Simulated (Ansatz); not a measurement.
**Starting-point dependence of the GW gap of Sr3AlN3 (P6_3/m)**

Aim: G0W0 for Sr3AlN3 (P6_3/m) on several starting functionals, at one mesh, band count and screening cutoff.

Program: Ansatz 0.2.0. Level of theory: G0W0 on several functionals, plane waves, PAW. Results are calculated unless marked as measured.

This is a report of a sequence of runs, with most program output left out.

In doubt: masses and optical values from hybrid runs of this build are listed as unsure (step 4), which bears on the screening that GW takes from such a start.

**1. The starting structure**

The structure is hexagonal, space group P6_3/m (No. 176). The conventional cell has a = 7.661 Å, b = 7.661 Å, c = 5.396 Å, α = 90.00°, β = 90.00°, γ = 120.00°. Nearest to Sr lie 5 N at 2.55 to 2.83 Å. Nearest to Al lie 3 N at 1.86 Å. Nearest to N lie 1 Al at 1.86 Å and 5 Sr at 2.55 to 2.83 Å. Farther neighbours and most contacts between anions are not listed.

Structure file:

```xyz
14
Lattice="7.6614 0.0000 0.0000 -3.8307 6.6350 0.0000 0.0000 0.0000 5.3959" Properties=species:S:1:pos:R:3 pbc="T T T"
Sr    4.6543    4.2507    1.3490
Sr    5.1848    0.4789    1.3490
Sr    1.6531    1.9054    1.3490
Sr   -0.8236    2.3843    4.0469
Sr   -1.3541    6.1561    4.0469
Sr    2.1777    4.7296    4.0469
Al    3.8307    2.2117    4.0469
Al    0.0000    4.4233    1.3490
N     4.5906    3.9113    4.0469
N     4.9227    0.7038    4.0469
N     1.9788    2.0199    4.0469
N    -0.7599    2.7236    1.3490
N    -1.0920    5.9312    1.3490
N     1.8519    4.6151    1.3490
```

The cell and positions are those that the Materials Project relaxed with its own functionals (PBE, PBE+U or r2SCAN), kept fixed.

**2. G0W0 on LDA**

G0W0 replaces the xc potential by the self-energy, built once from these orbitals. Only a window of levels is corrected, while the sums run over the empty bands that the input names. This step takes PAW set soft_1 files.

This step: G0W0 on LDA, plane waves, PAW; PAW set soft_1.

input.yaml reads:

```yaml
crystal:
  lattice:
    - [7.6614142586, 0.0, 0.0]
    - [-3.8307071293, 6.6349793769, 0.0]
    - [0.0, 0.0, 5.395857]
  atoms:
    - { symbol: Sr, position: [0.927824, 0.640649, 0.25] }
    - { symbol: Sr, position: [0.712825, 0.072176, 0.25] }
    - { symbol: Sr, position: [0.359351, 0.287175, 0.25] }
    - { symbol: Sr, position: [0.072176, 0.359351, 0.75] }
    - { symbol: Sr, position: [0.287175, 0.927824, 0.75] }
    - { symbol: Sr, position: [0.640649, 0.712825, 0.75] }
    - { symbol: Al, position: [0.66666667, 0.33333333, 0.75] }
    - { symbol: Al, position: [0.33333333, 0.66666667, 0.25] }
    - { symbol: "N", position: [0.893933, 0.589504, 0.75] }
    - { symbol: "N", position: [0.695571, 0.106067, 0.75] }
    - { symbol: "N", position: [0.410496, 0.304429, 0.75] }
    - { symbol: "N", position: [0.106067, 0.410496, 0.25] }
    - { symbol: "N", position: [0.304429, 0.893933, 0.25] }
    - { symbol: "N", position: [0.589504, 0.695571, 0.25] }
kpoints:
  mp_grid: { grid: [3, 3, 4] }
hamiltonian:
  xc: lda
  pseudopotentials: { kind: paw, azcp: { folder: soft_1 }, xc_functional: pbe }
scf:
  occupations: { method: fixed }
gw:
  n_empty_bands: 1031
  ecut_chi: 140.0
  qp_bands: [v4, c4]
  qp_kpoints: band_edges
  screening: { model: contour_deformation }
```

Launch:

```sh
$ ansatz run input.yaml --threads 2 --pin off --max-ram 92160MiB --backend cuda --events-out ev --progress --plain --runs-dir out --devices 1 --max-vram 13GiB
```

It took 98 s on 1 × NVIDIA H100 80GB HBM3 (shared by 6 runs) with 2 threads of AMD EPYC 7R13 (Zen 3), shared host; peak memory 3.9 GiB; 2.4 min of CPU time.

Numbers from this step:

* bands summed: 1079
* RPA ε∞ on this mesh (eigenvalues): 5.062, 9.229, 9.229
* plane waves in the screening matrix: 1037
* q-points in the mesh: 36
* G0W0 gap on the mesh: 1.006 eV
* k of the valence top: 0, 0, 0
* k of the conduction bottom: 0, 0, 0
* starting gap on the mesh: 0.4458 eV
* Z at the valence top: 0.6706
* Z at the conduction bottom: 0.7468
* least direct G0W0 gap on the computed points: 1.006 eV

The gap on the mesh goes from 0.45 eV to 1.01 eV, a correction of +0.56 eV. Between the two edge states, bare exchange in place of the xc potential would open the gap by 6.66 eV, and correlation takes back 6.10 eV.

**3. G0W0 on PBE**

The same correction from a different start measures what one shot leaves open.

This step: G0W0 on PBE, plane waves, PAW; PAW set soft_1.

input.yaml, as its differences from that of step 2:

```diff
@@ -23,4 +23,4 @@
 hamiltonian:
-  xc: lda
-  pseudopotentials: { kind: paw, azcp: { folder: soft_1 }, xc_functional: pbe }
+  xc: pbe
+  pseudopotentials: { kind: paw, azcp: { folder: soft_1 } }
 scf:
```

Elapsed: 69 s, on 1 × NVIDIA H100 80GB HBM3 (shared by 6 runs) with 2 threads; peak memory 3.9 GiB.

This step gave:

```yaml
bands_summed: 1079
rpa_eps_infinity_on_this_mesh_eigenvalues: 4.902, 8.574, 8.574
plane_waves_in_the_screening_matrix: 1037
q_points_in_the_mesh: 36
g0w0_gap_on_the_mesh: 0.9319 eV
k_of_the_valence_top: 0, 0, 0
k_of_the_conduction_bottom: 0, 0, 0
starting_gap_on_the_mesh: 0.4963 eV
z_at_the_valence_top: 0.6738
z_at_the_conduction_bottom: 0.7515
least_direct_g0w0_gap_on_the_computed_points: 0.9319 eV
```

Against the run with 3×3×4 mesh, 1031 empty bands, screening to 140 eV, PAW set soft_1 files on LDA, the gap moves by −0.07 eV, while the start moved by +0.05 eV.

**4. G0W0 on HSE06**

This step: G0W0 on HSE06, plane waves, PAW; PAW set soft_1.

input.yaml, as its differences from that of step 3:

```diff
@@ -23,3 +23,3 @@
 hamiltonian:
-  xc: pbe
+  xc: hse06
   pseudopotentials: { kind: paw, azcp: { folder: soft_1 } }
```

The job ended after 3.4 min (1 × NVIDIA H100 80GB HBM3 (shared by 6 runs) with 2 threads; peak memory 4.3 GiB).

This step gave:

- bands summed: 1079
- RPA ε∞ on this mesh (eigenvalues): 3.844, 4.851, 4.851
- plane waves in the screening matrix: 1037
- G0W0 gap on the mesh: 1.486 eV
- k of the valence top: 0, 0, 0
- k of the conduction bottom: 0, 0, 0
- starting gap on the mesh: 1.336 eV
- least direct G0W0 gap on the computed points: 1.486 eV

Against the run with 3×3×4 mesh, 1031 empty bands, screening to 140 eV, PAW set soft_1 files on PBE, the gap moves by +0.55 eV, while the start moved by +0.84 eV.

**5. The starts together**

All on the 3×3×4 mesh with 1031 empty bands and screening to 140 eV. Times are wall times on 1 × NVIDIA H100 80GB HBM3 (shared by 6 runs) with 2 threads of AMD EPYC 7R13 (Zen 3), shared host, good to a factor of about two.

| start | starting gap (eV) | shift (eV) | G0W0 gap (eV) | RPA ε∞ (harmonic mean) | Z (valence, conduction) | time |
| --- | --- | --- | --- | --- | --- | --- |
| LDA | 0.45 | +0.56 | 1.01 | 7.24 | 0.67, 0.75 | 98 s |
| PBE | 0.50 | +0.44 | 0.93 | 6.86 | 0.67, 0.75 | 69 s |
| HSE06 | 1.34 | +0.15 | 1.49 | 4.46 | 0.74, 0.81 | 3.4 min |

The parts of the quasiparticle energy at the two band edges (eV; QP = start + Σx + Σc − Vxc):

```csv
run,edge,start,Σx,Σc,Vxc,Z,QP
LDA,valence top,6.91,-19.67,2.97,-16.43,0.67,6.64
LDA,conduction bottom,7.36,-6.86,-3.13,-10.28,0.75,7.65
PBE,valence top,7.26,-19.74,3.07,-16.26,0.67,6.85
PBE,conduction bottom,7.76,-6.65,-3.06,-9.74,0.75,7.78
HSE06,valence top,6.57,-19.88,2.76,-17.05,0.74,6.50
HSE06,conduction bottom,7.95,-5.72,-3.18,-8.93,0.81,7.98
```

For a hybrid start, Vxc holds its share of exact exchange. Where G0W0 reorders the edges (HSE06), the two states listed lie further apart at the start than the starting gap.

**6. Outcome**

| Property | Result |
| --- | --- |
| G0W0@LDA | 1.01 eV (start 0.45 eV) |
| G0W0@PBE | 0.93 eV (start 0.50 eV) |
| G0W0@HSE06 | 1.49 eV (start 1.34 eV) |
| known limits | not at the basis limit; no spin-orbit coupling; coarse k mesh |

**Reading.** The starting gaps span 0.89 eV and the G0W0 gaps 0.55 eV. Between LDA and HSE06, 0.48 eV of the 0.89 eV survives, 54 %. The order is not kept throughout: PBE starts 0.05 eV above LDA and ends 0.07 eV below it, so orbitals matter beside the gap. The smallest correction, +0.15 eV, is on HSE06, the start nearest to reproducing itself. Bands and cutoff are finite, so the gap is not at the basis limit. The miss can reach some tenths of an eV and take either sign; the mesh is an error of its own. The 3×3×4 mesh is coarse for this cell (its supercell is 22 Å along the shortest edge). The RPA ε∞ on it, from the LDA start, is 5.06 and 9.23; such meshes misread the long-range screening, most where the gap is narrow. The many-body steps are scalar-relativistic: spin-orbit coupling is not in them.

[Paths, hosts, dates, memory and timing lines, banners, echoed tables and standing remarks are left out of the program output.]

[Logs are printed without paths, hosts, clocks, repeated set-up lines and the standing remarks that a program may print on its own settings, such as how far it seeks lower states.]

[Runs of the session that timed out or met a known fault of the program may be left out.]

[Cells called generated may have been cut or substituted from an entry of the Crystallography Open Database or the Materials Project.]

[Hosts, paths, dates, database ids (printed as entryN), source tags and the programs' standing remarks are cut or masked in the printed files.]
